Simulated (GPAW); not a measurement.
# A Fe chain with one Au atom in line: relaxation, then transmission at several levels

Aim: the conductance of a Fe chain with one Au atom in line after relaxation, and whether geometry, basis or functional moves it most.

Method: GPAW LCAO, PAW setups; relaxation of the junction within the symmetry of its start, lead ends held, in the first sound run; inputs show where later runs differ, in GPAW 26.7.0.

### Step 1. Set-up

The cell holds 13 atoms: 12 Fe and 1 Au. Cell: a = 9.000 Å, b = 9.000 Å, c = 29.592 Å, α = 90.0°, β = 90.0°, γ = 90.0°. Regions: left lead, 6 atoms (6 Fe); channel, 1 atom (1 Au); right lead, 6 atoms (6 Fe). Vacuum lies along a and b. The structure is stacked along c, and the current runs across the ab planes.

### Step 2. Relaxation

Transmission follows bond lengths closely, so the atoms between the held lead ends are relaxed first, within whatever symmetry the start has.

run.py reads:

```python
import json
from ase import Atoms
from ase.constraints import FixAtoms
from ase.optimize import BFGS
from gpaw import GPAW, FermiDirac

device = Atoms(
    ['Fe', 'Fe', 'Fe', 'Fe', 'Fe', 'Fe', 'Au', 'Fe', 'Fe', 'Fe', 'Fe', 'Fe', 'Fe'],
    positions=[
        [4.50000, 4.50000, 1.13000],
        [4.50000, 4.50000, 3.39000],
        [4.50000, 4.50000, 5.65000],
        [4.50000, 4.50000, 7.91000],
        [4.50000, 4.50000, 10.17000],
        [4.50000, 4.50000, 12.43000],
        [4.50000, 4.50000, 14.79610],
        [4.50000, 4.50000, 17.16220],
        [4.50000, 4.50000, 19.42220],
        [4.50000, 4.50000, 21.68220],
        [4.50000, 4.50000, 23.94220],
        [4.50000, 4.50000, 26.20220],
        [4.50000, 4.50000, 28.46220]],
    cell=[[9.0, 0.0, 0.0], [0.0, 9.0, 0.0], [0.0, 0.0, 29.5922]],
    pbc=True,
    magmoms=[3.0, 3.0, 3.0, 3.0, 3.0, 3.0, 0.0, 3.0, 3.0, 3.0, 3.0, 3.0, 3.0])

device.set_constraint(FixAtoms([0, 1, 2, 3, 4, 8, 9, 10, 11, 12]))
device.calc = GPAW(mode='lcao', basis='dzp', xc='PBE', h=0.18,
                   kpts={'size': (1, 1, 3), 'gamma': True},
                   symmetry={'tolerance': 1e-3, 'extra_ids': [1, 1, 1, 1, 1, 0, 0, 0, 1, 1, 1, 1, 1]},
                   occupations=FermiDirac(0.1), maxiter=250,
                   mixer=dict(beta=0.05, nmaxold=8, weight=100.0),
                   convergence=dict(density=0.0001), txt='relax.txt')
path = []
opt = BFGS(device, maxstep=0.15)
opt.attach(lambda: path.append((device.get_potential_energy(), device.positions.tolist(), device.get_forces().tolist())))
relaxed = bool(opt.run(fmax=0.05, steps=50))
json.dump(dict(relaxed=relaxed, path=path, positions=device.positions.tolist(), moments=device.get_magnetic_moments().tolist(),
               forces=device.get_forces(apply_constraint=False).tolist()), open('result.json', 'w'))
```

On the command line:

```sh
$ OMP_NUM_THREADS=1 OPENBLAS_NUM_THREADS=1 python run.py
```

What it wrote:

```text
Step          Energy          fmax
BFGS:    0      -59.784543        1.711041
BFGS:    1      -59.858353        1.311597
BFGS:    2      -59.962542        0.020167
```

The job ended after 12 min (1 thread of Arm Neoverse V1, shared host; peak memory 1.6 GiB).

Step by step:

```
step  energy less that of the first step (eV)  largest force (eV/Å)
   1                                   0.0000                1.7110
   2                                  -0.0795                1.3116
   3                                  -0.2030                0.0202
```

The atoms that moved most (Å):

```
atom     dx     dy      dz  length
 Fe6  0.000  0.000  -0.105   0.105
 Fe8  0.000  0.000   0.105   0.105
```

This step gave:

| Item | Value |
| --- | --- |
| sum of the site moments | 37.37 μB |

Site moment by atom:

```
atom  site moment (μB)
 Fe1              3.09
 Fe2              3.09
 Fe3              3.09
 Fe4              3.11
 Fe5              3.05
 Fe6              3.20
 Au7              0.10
 Fe8              3.20
 Fe9              3.05
Fe10              3.11
Fe11              3.09
Fe12              3.09
Fe13              3.09
```

The relaxation lowered the energy of the cell by 0.203 eV (energies extrapolated to zero smearing; the optimiser's log prints free energies). The largest force left on a free atom is 0.020 eV/Å.

### Step 3. GPAW, dzp

Localised orbitals split the wire into layers that couple to their neighbours alone, which is what the Green's function method needs; double zeta with polarisation is the usual level for numbers.

This step: GPAW LCAO, PAW setups; Landauer transmission from Green's functions with principal layers (ASE), zero bias (GPAW 26.7.0).

run.py reads:

```python
import json
import numpy as np
from ase import Atoms
from ase.transport.calculators import TransportCalculator
from gpaw import GPAW, FermiDirac
from gpaw.lcao.tools import get_lcao_hamiltonian
from scipy.linalg import eigh

# The junction with lead layers at both ends, along the third cell vector
device = Atoms(
    ['Fe', 'Fe', 'Fe', 'Fe', 'Fe', 'Fe', 'Au', 'Fe', 'Fe', 'Fe', 'Fe', 'Fe', 'Fe'],
    positions=[
        [4.50000, 4.50000, 1.13000],
        [4.50000, 4.50000, 3.39000],
        [4.50000, 4.50000, 5.65000],
        [4.50000, 4.50000, 7.91000],
        [4.50000, 4.50000, 10.17000],
        [4.50000, 4.50000, 12.32530],
        [4.50000, 4.50000, 14.79610],
        [4.50000, 4.50000, 17.26690],
        [4.50000, 4.50000, 19.42220],
        [4.50000, 4.50000, 21.68220],
        [4.50000, 4.50000, 23.94220],
        [4.50000, 4.50000, 26.20220],
        [4.50000, 4.50000, 28.46220]],
    cell=[[9.0, 0.0, 0.0], [0.0, 9.0, 0.0], [0.0, 0.0, 29.5922]],
    pbc=True,
    magmoms=[3.0, 3.0, 3.0, 3.0, 3.0, 3.0, 0.0, 3.0, 3.0, 3.0, 3.0, 3.0, 3.0])

# One principal layer of the lead: the first 3 atoms of the device
lead = Atoms(
    ['Fe', 'Fe', 'Fe'],
    positions=[
        [4.50000, 4.50000, 1.13000],
        [4.50000, 4.50000, 3.39000],
        [4.50000, 4.50000, 5.65000]],
    cell=[[9.0, 0.0, 0.0], [0.0, 9.0, 0.0], [0.0, 0.0, 6.78]],
    pbc=True,
    magmoms=[3.0, 3.0, 3.0])

settings = dict(mode='lcao', basis='dzp', xc='PBE', h=0.18,
                occupations=FermiDirac(0.1), maxiter=250,
                mixer=dict(beta=0.05, nmaxold=8, weight=100.0),
                convergence=dict(density=0.0001))
energies = np.arange(-2, 2 + 1e-9, 0.025)
eta = 0.0001
n1, n2 = 1, 1
# k and -k transmit alike, so half of the mesh across the current serves
mesh = [(i, j) for i in range(n1) for j in range(n2) if (i, j) <= (-i % n1, -j % n2)]
weights = np.array([1 if (i, j) == (-i % n1, -j % n2) else 2 for i, j in mesh]) / (n1 * n2)

# [... helper functions left out ...]
fermi_lead = ground_state(lead, (1, 1, 17), 'lead.txt')
fermi_device = ground_state(device, (1, 1, 3), 'device.txt')
# [... loop over the mesh left out, but for ...]
        # Shift the lead onto the potential of the device's first layer
        shift = ((H[:, 0, 0] - H0[:, 0, 0]) / S0[0, 0]).real.mean()
# [...]
kT = 8.617333e-5 * 300
bias = [0.1, 0.2, 0.5, 1.0, 1.5, 2.0]
# [... integrals and printing left out ...]
```

What it wrote:

```text
basis functions: device 195, principal layer 45
Fermi level: lead -1.7343 eV, device -1.8879 eV; lead shifted by 0.0021 eV
largest coupling past the next layer 5.77e-05 eV, largest misfit of the first layer 0.128 eV
  E-E_F (eV)   T up        T down      [channel counts left out]
    -2.000    1.9304e+00  8.7345e-01
    -1.975    1.8975e+00  8.6490e-01
    -1.950    1.8689e+00  8.5732e-01
    -1.925    1.8444e+00  8.5063e-01
    -1.900    1.8233e+00  8.4470e-01
    -1.875    1.8055e+00  8.3946e-01
    -1.850    1.7905e+00  8.3484e-01
    -1.825    1.7780e+00  8.3075e-01
    -1.800    1.7676e+00  8.2715e-01
    -1.775    1.7598e+00  8.2399e-01
    -1.750    1.7536e+00  8.2122e-01
    -1.725    1.7492e+00  8.1880e-01
    -1.700    1.7468e+00  8.1671e-01
    -1.675    1.7462e+00  8.1490e-01
    -1.650    1.7477e+00  8.1335e-01
    -1.625    1.7513e+00  8.1205e-01
[...]
1.825    9.8632e-01  1.3037e+00
     1.850    9.8649e-01  1.3425e+00
     1.875    9.8665e-01  1.3926e+00
     1.900    9.8681e-01  1.3165e+00
     1.925    9.8697e-01  9.0304e-01
     1.950    9.8714e-01  9.0683e-01
     1.975    9.8730e-01  9.1045e-01
     2.000    9.8746e-01  9.1391e-01
conductance at 300 K: 1.0419 G0 a cell; thermopower 0.5465 uV/K
current from the zero-bias T(E) at 0.1 V: 8.0742 uA
current from the zero-bias T(E) at 0.2 V: 16.158 uA
current from the zero-bias T(E) at 0.5 V: 40.507 uA
current from the zero-bias T(E) at 1.0 V: 81.263 uA
current from the zero-bias T(E) at 1.5 V: 122.29 uA
current from the zero-bias T(E) at 2.0 V: 163.62 uA
```

Elapsed: 5.8 min, on 1 thread; peak memory 1.7 GiB.

Numbers from this step:

```yaml
conductance: 1.042 G₀
largest_coupling_past_the_next_principal_layer: 5.77e-5 eV
largest_misfit_of_the_first_principal_layer: 0.1279 eV
shift_that_aligns_the_lead: 0.002137 eV
basis_functions_of_the_junction: 195
basis_functions_of_a_principal_layer: 45
transmission_at_the_fermi_level_spin_up: 0.9672
transmission_at_the_fermi_level_spin_down: 1.115
```

Each spin. The transmission, zone mean by energy, zero at the Fermi level:

```
energy (eV)  T, spin up  T, spin down
     -2.000        1.93         0.873
     -1.900        1.82         0.845
     -1.800        1.77         0.827
     -1.700        1.75         0.817
     -1.600        1.76         0.811
     -1.500        1.81         0.808
     -1.400        1.93         0.808
     -1.300        2.15         0.810
     -1.225        2.63          1.07
     -1.200        2.12          1.12
     -1.125        2.95          1.15
     -1.100       0.978          1.15
     -1.000       0.975          1.14
     -0.900       0.972          1.18
     -0.800       0.970          1.20
     -0.700       0.968          1.19
     -0.600       0.966          1.19
     -0.500       0.978          1.19
     -0.400       0.965          1.18
     -0.300       0.965          1.18
     -0.200       0.965          1.16
     -0.100       0.966          1.14
      0.000       0.967          1.12
      0.100       0.969          1.10
      0.200       0.970          1.10
      0.300       0.972          1.10
      0.400       0.973          1.09
      0.500       0.975          1.09
      0.600       0.976          1.10
      0.700       0.977          1.11
      0.800       0.979          1.12
      0.900       0.980          1.14
      1.000       0.981          1.16
      1.100       0.981          1.17
      1.200       0.982          1.20
      1.300       0.983          1.23
      1.400       0.984          1.27
      1.500       0.984          1.33
      1.600       0.985          1.15
      1.700       0.986          1.20
      1.800       0.986          1.27
      1.875       0.987          1.39
      1.900       0.987          1.32
      2.000       0.987         0.914
```

Not self-consistent under bias; the bias window is split evenly. Current through one cell, from the zero-bias transmission against bias:

```
bias (V)  current through one cell, from the zero-bias transmission (μA)
   0.100                                                            8.07
   0.200                                                            16.2
   0.500                                                            40.5
   1.000                                                            81.3
   1.500                                                             122
   2.000                                                             164
```

Transmission of the three most open eigenchannels against energy, zero at the Fermi level:

```
energy (eV)  channel 1 up  channel 2 up  channel 3 up  channel 1 down  channel 2 down  channel 3 down
     -2.000         0.994         0.330         0.330           0.873               0               0
     -1.800         0.989         0.298         0.298           0.827               0               0
     -1.600         0.987         0.306         0.306           0.811               0               0
     -1.400         0.984         0.381         0.381           0.808               0               0
     -1.200         0.954         0.582         0.582           0.813           0.155           0.155
     -1.000         0.975       3.1e-11       3.1e-11           0.822           0.157           0.157
     -0.800         0.970             0             0           0.827           0.142           0.142
     -0.600         0.966             0             0           0.833           0.135           0.135
     -0.400         0.965             0             0           0.841           0.136           0.136
     -0.200         0.965             0             0           0.854           0.123           0.123
      0.000         0.967             0             0           0.875          0.0970          0.0970
      0.200         0.970             0             0           0.900          0.0760          0.0760
      0.400         0.973             0             0           0.920          0.0667          0.0667
      0.600         0.976             0             0           0.936          0.0670          0.0670
      0.800         0.979             0             0           0.948          0.0736          0.0736
      1.000         0.981             0             0           0.960          0.0833          0.0833
      1.200         0.982             0             0           0.973          0.0954          0.0954
      1.400         0.984             0             0           0.990           0.115           0.115
      1.600         0.985             0             0           0.861           0.147           0.147
      1.800         0.986             0             0           0.882           0.196           0.196
      2.000         0.987             0             0           0.914         2.7e-11         2.7e-11
```

Couplings past the next layer reach 5.8e-5 eV, small enough to drop; the matrix elements of the cell's first layer differ from the bulk lead's by up to 0.13 eV. That layer keeps its own values in the calculation, and only beyond it is the lead taken as perfect. The Fermi levels of lead and junction count from different zeros of potential, one for each periodic cell; with both set to zero, the small remaining shift is what aligns them. Without spin-orbit coupling, which is large for these atoms, channel counts and T are those of the scalar-relativistic bands. By hand: G = 1.042 × 77.48 μS = 80.7 μS, a resistance of 12.4 kΩ; at 0.1 V a linear junction would pass 8.07 μA, and the integral over the bias window gives 8.07 μA.

### Step 4. GPAW, szp: basis = "szp(dzp)"

The second zeta is dropped, the polarisation orbitals stay.

run.py: that of step 3 with these lines changed.

```diff
@@ -40,3 +40,3 @@
 
-settings = dict(mode='lcao', basis='dzp', xc='PBE', h=0.18,
+settings = dict(mode='lcao', basis='szp(dzp)', xc='PBE', h=0.18,
                 occupations=FermiDirac(0.1), maxiter=250,
```

What it wrote:

```text
basis functions: device 117, principal layer 27
Fermi level: lead -0.0826 eV, device -0.4003 eV; lead shifted by 0.0063 eV
largest coupling past the next layer 5.85e-05 eV, largest misfit of the first layer 0.055 eV
  E-E_F (eV)   T up        T down      [channel counts left out]
    -2.000    1.6694e+00  8.6334e-01
    -1.975    1.6629e+00  8.6186e-01
    -1.950    1.6557e+00  8.6048e-01
    -1.925    1.6609e+00  8.5921e-01
    -1.900    1.6613e+00  8.5802e-01
    -1.875    1.6640e+00  8.5691e-01
    -1.850    1.6682e+00  8.5587e-01
    -1.825    1.6736e+00  8.5490e-01
    -1.800    1.6799e+00  8.5398e-01
    -1.775    1.6868e+00  8.5313e-01
    -1.750    1.6943e+00  8.5232e-01
    -1.725    1.7023e+00  8.5156e-01
    -1.700    1.7107e+00  8.5085e-01
    -1.675    1.7197e+00  8.5017e-01
    -1.650    1.7297e+00  8.4954e-01
    -1.625    1.7409e+00  8.4894e-01
[...]
1.825    9.6299e-01  1.1147e+00
     1.850    9.6314e-01  1.1590e+00
     1.875    9.6329e-01  1.2069e+00
     1.900    9.6344e-01  1.2561e+00
     1.925    9.6359e-01  1.3011e+00
     1.950    9.6374e-01  1.3300e+00
     1.975    9.6389e-01  1.3199e+00
     2.000    9.6404e-01  1.2299e+00
conductance at 300 K: 1.0735 G0 a cell; thermopower 0.7165 uV/K
current from the zero-bias T(E) at 0.1 V: 8.3166 uA
current from the zero-bias T(E) at 0.2 V: 16.63 uA
current from the zero-bias T(E) at 0.5 V: 41.594 uA
current from the zero-bias T(E) at 1.0 V: 82.515 uA
current from the zero-bias T(E) at 1.5 V: 123.16 uA
current from the zero-bias T(E) at 2.0 V: 163.67 uA
```

Elapsed: 2.3 min, on 1 thread; peak memory 1.7 GiB.

This step gave:

```
conductance                                    : 1.073 G₀
largest coupling past the next principal layer : 5.85e-5 eV
largest misfit of the first principal layer    : 0.05462 eV
shift that aligns the lead                     : 0.006277 eV
basis functions of the junction                : 117
basis functions of a principal layer           : 27
transmission at the Fermi level, spin up       : 0.9513
transmission at the Fermi level, spin down     : 1.196
```

Each spin. Table of transmission, zone mean by energy, zero at the Fermi level:

```
energy (eV)  T, spin up  T, spin down
     -2.000        1.67         0.863
     -1.800        1.68         0.854
     -1.600        1.75         0.848
     -1.425        2.13         0.845
     -1.400        1.27         0.845
     -1.200        2.23         0.842
     -1.100        2.92         0.857
     -1.000       0.946          1.22
     -0.875       0.943          1.33
     -0.800       0.943          1.29
     -0.600       0.944          1.17
     -0.400       0.947          1.18
     -0.200       0.949          1.22
      0.000       0.951          1.20
      0.200       0.953          1.20
      0.400       0.955          1.11
      0.600       0.956          1.10
      0.800       0.957          1.13
      1.000       0.958         0.129
      1.200       0.959         0.650
      1.400       0.961         0.734
      1.600       0.962         0.868
      1.800       0.963          1.07
      1.950       0.964          1.33
      2.000       0.964          1.23
```

Not self-consistent under bias; the bias window is split evenly. The current through one cell, from the zero-bias transmission by bias:

```
bias (V)  current through one cell, from the zero-bias transmission (μA)
   0.100                                                            8.32
   0.200                                                            16.6
   0.500                                                            41.6
   1.000                                                            82.5
   1.500                                                             123
   2.000                                                             164
```

Table of transmission of the three most open eigenchannels by energy, zero at the Fermi level:

```
energy (eV)  channel 1 up  channel 2 up  channel 3 up  channel 1 down  channel 2 down  channel 3 down
     -2.000         0.985         0.236         0.236           0.863               0               0
     -1.800         0.985         0.254         0.254           0.854               0               0
     -1.600         0.983         0.286         0.286           0.848               0               0
     -1.400         0.573         0.350         0.350           0.845               0               0
     -1.200         0.966         0.631         0.631           0.842               0               0
     -1.000         0.946       6.2e-10       6.2e-10           0.846           0.158           0.158
     -0.800         0.943             0             0           0.841           0.174           0.174
     -0.600         0.944             0             0           0.843           0.123           0.123
     -0.400         0.947             0             0           0.875           0.114           0.114
     -0.200         0.949             0             0           0.938           0.105           0.105
      0.000         0.951             0             0           0.972          0.0865          0.0865
      0.200         0.953             0             0           0.977          0.0684          0.0684
      0.400         0.955             0             0           0.973          0.0562          0.0562
      0.600         0.956             0             0           0.978          0.0503          0.0503
      0.800         0.957             0             0           0.998          0.0512          0.0512
      1.000         0.958             0             0          0.0590          0.0590          0.0111
      1.200         0.959             0             0           0.499          0.0755          0.0755
      1.400         0.961             0             0           0.544          0.0951          0.0951
      1.600         0.962             0             0           0.627           0.120           0.120
      1.800         0.963             0             0           0.702           0.187           0.187
      2.000         0.964             0             0           0.759           0.236           0.236
```

Site moment by atom:

```
atom  site moment (μB)
 Fe1              3.18
 Fe2              3.19
 Fe3              3.18
 Fe4              3.20
 Fe5              3.15
 Fe6              3.27
 Au7              0.09
 Fe8              3.27
 Fe9              3.15
Fe10              3.20
Fe11              3.18
Fe12              3.19
Fe13              3.18
```

The conductance, 1.07 G₀, lies 3.0 % above that of the dzp run.

(Part 1 of 2 ends here.)

[Logs are printed without paths, hosts, clocks, repeated set-up lines and the standing remarks that a program may print on its own settings, such as how far it seeks lower states.]

[Hosts, paths, dates, database ids (printed as entryN), source tags and the programs' standing remarks are cut or masked in the printed files.]
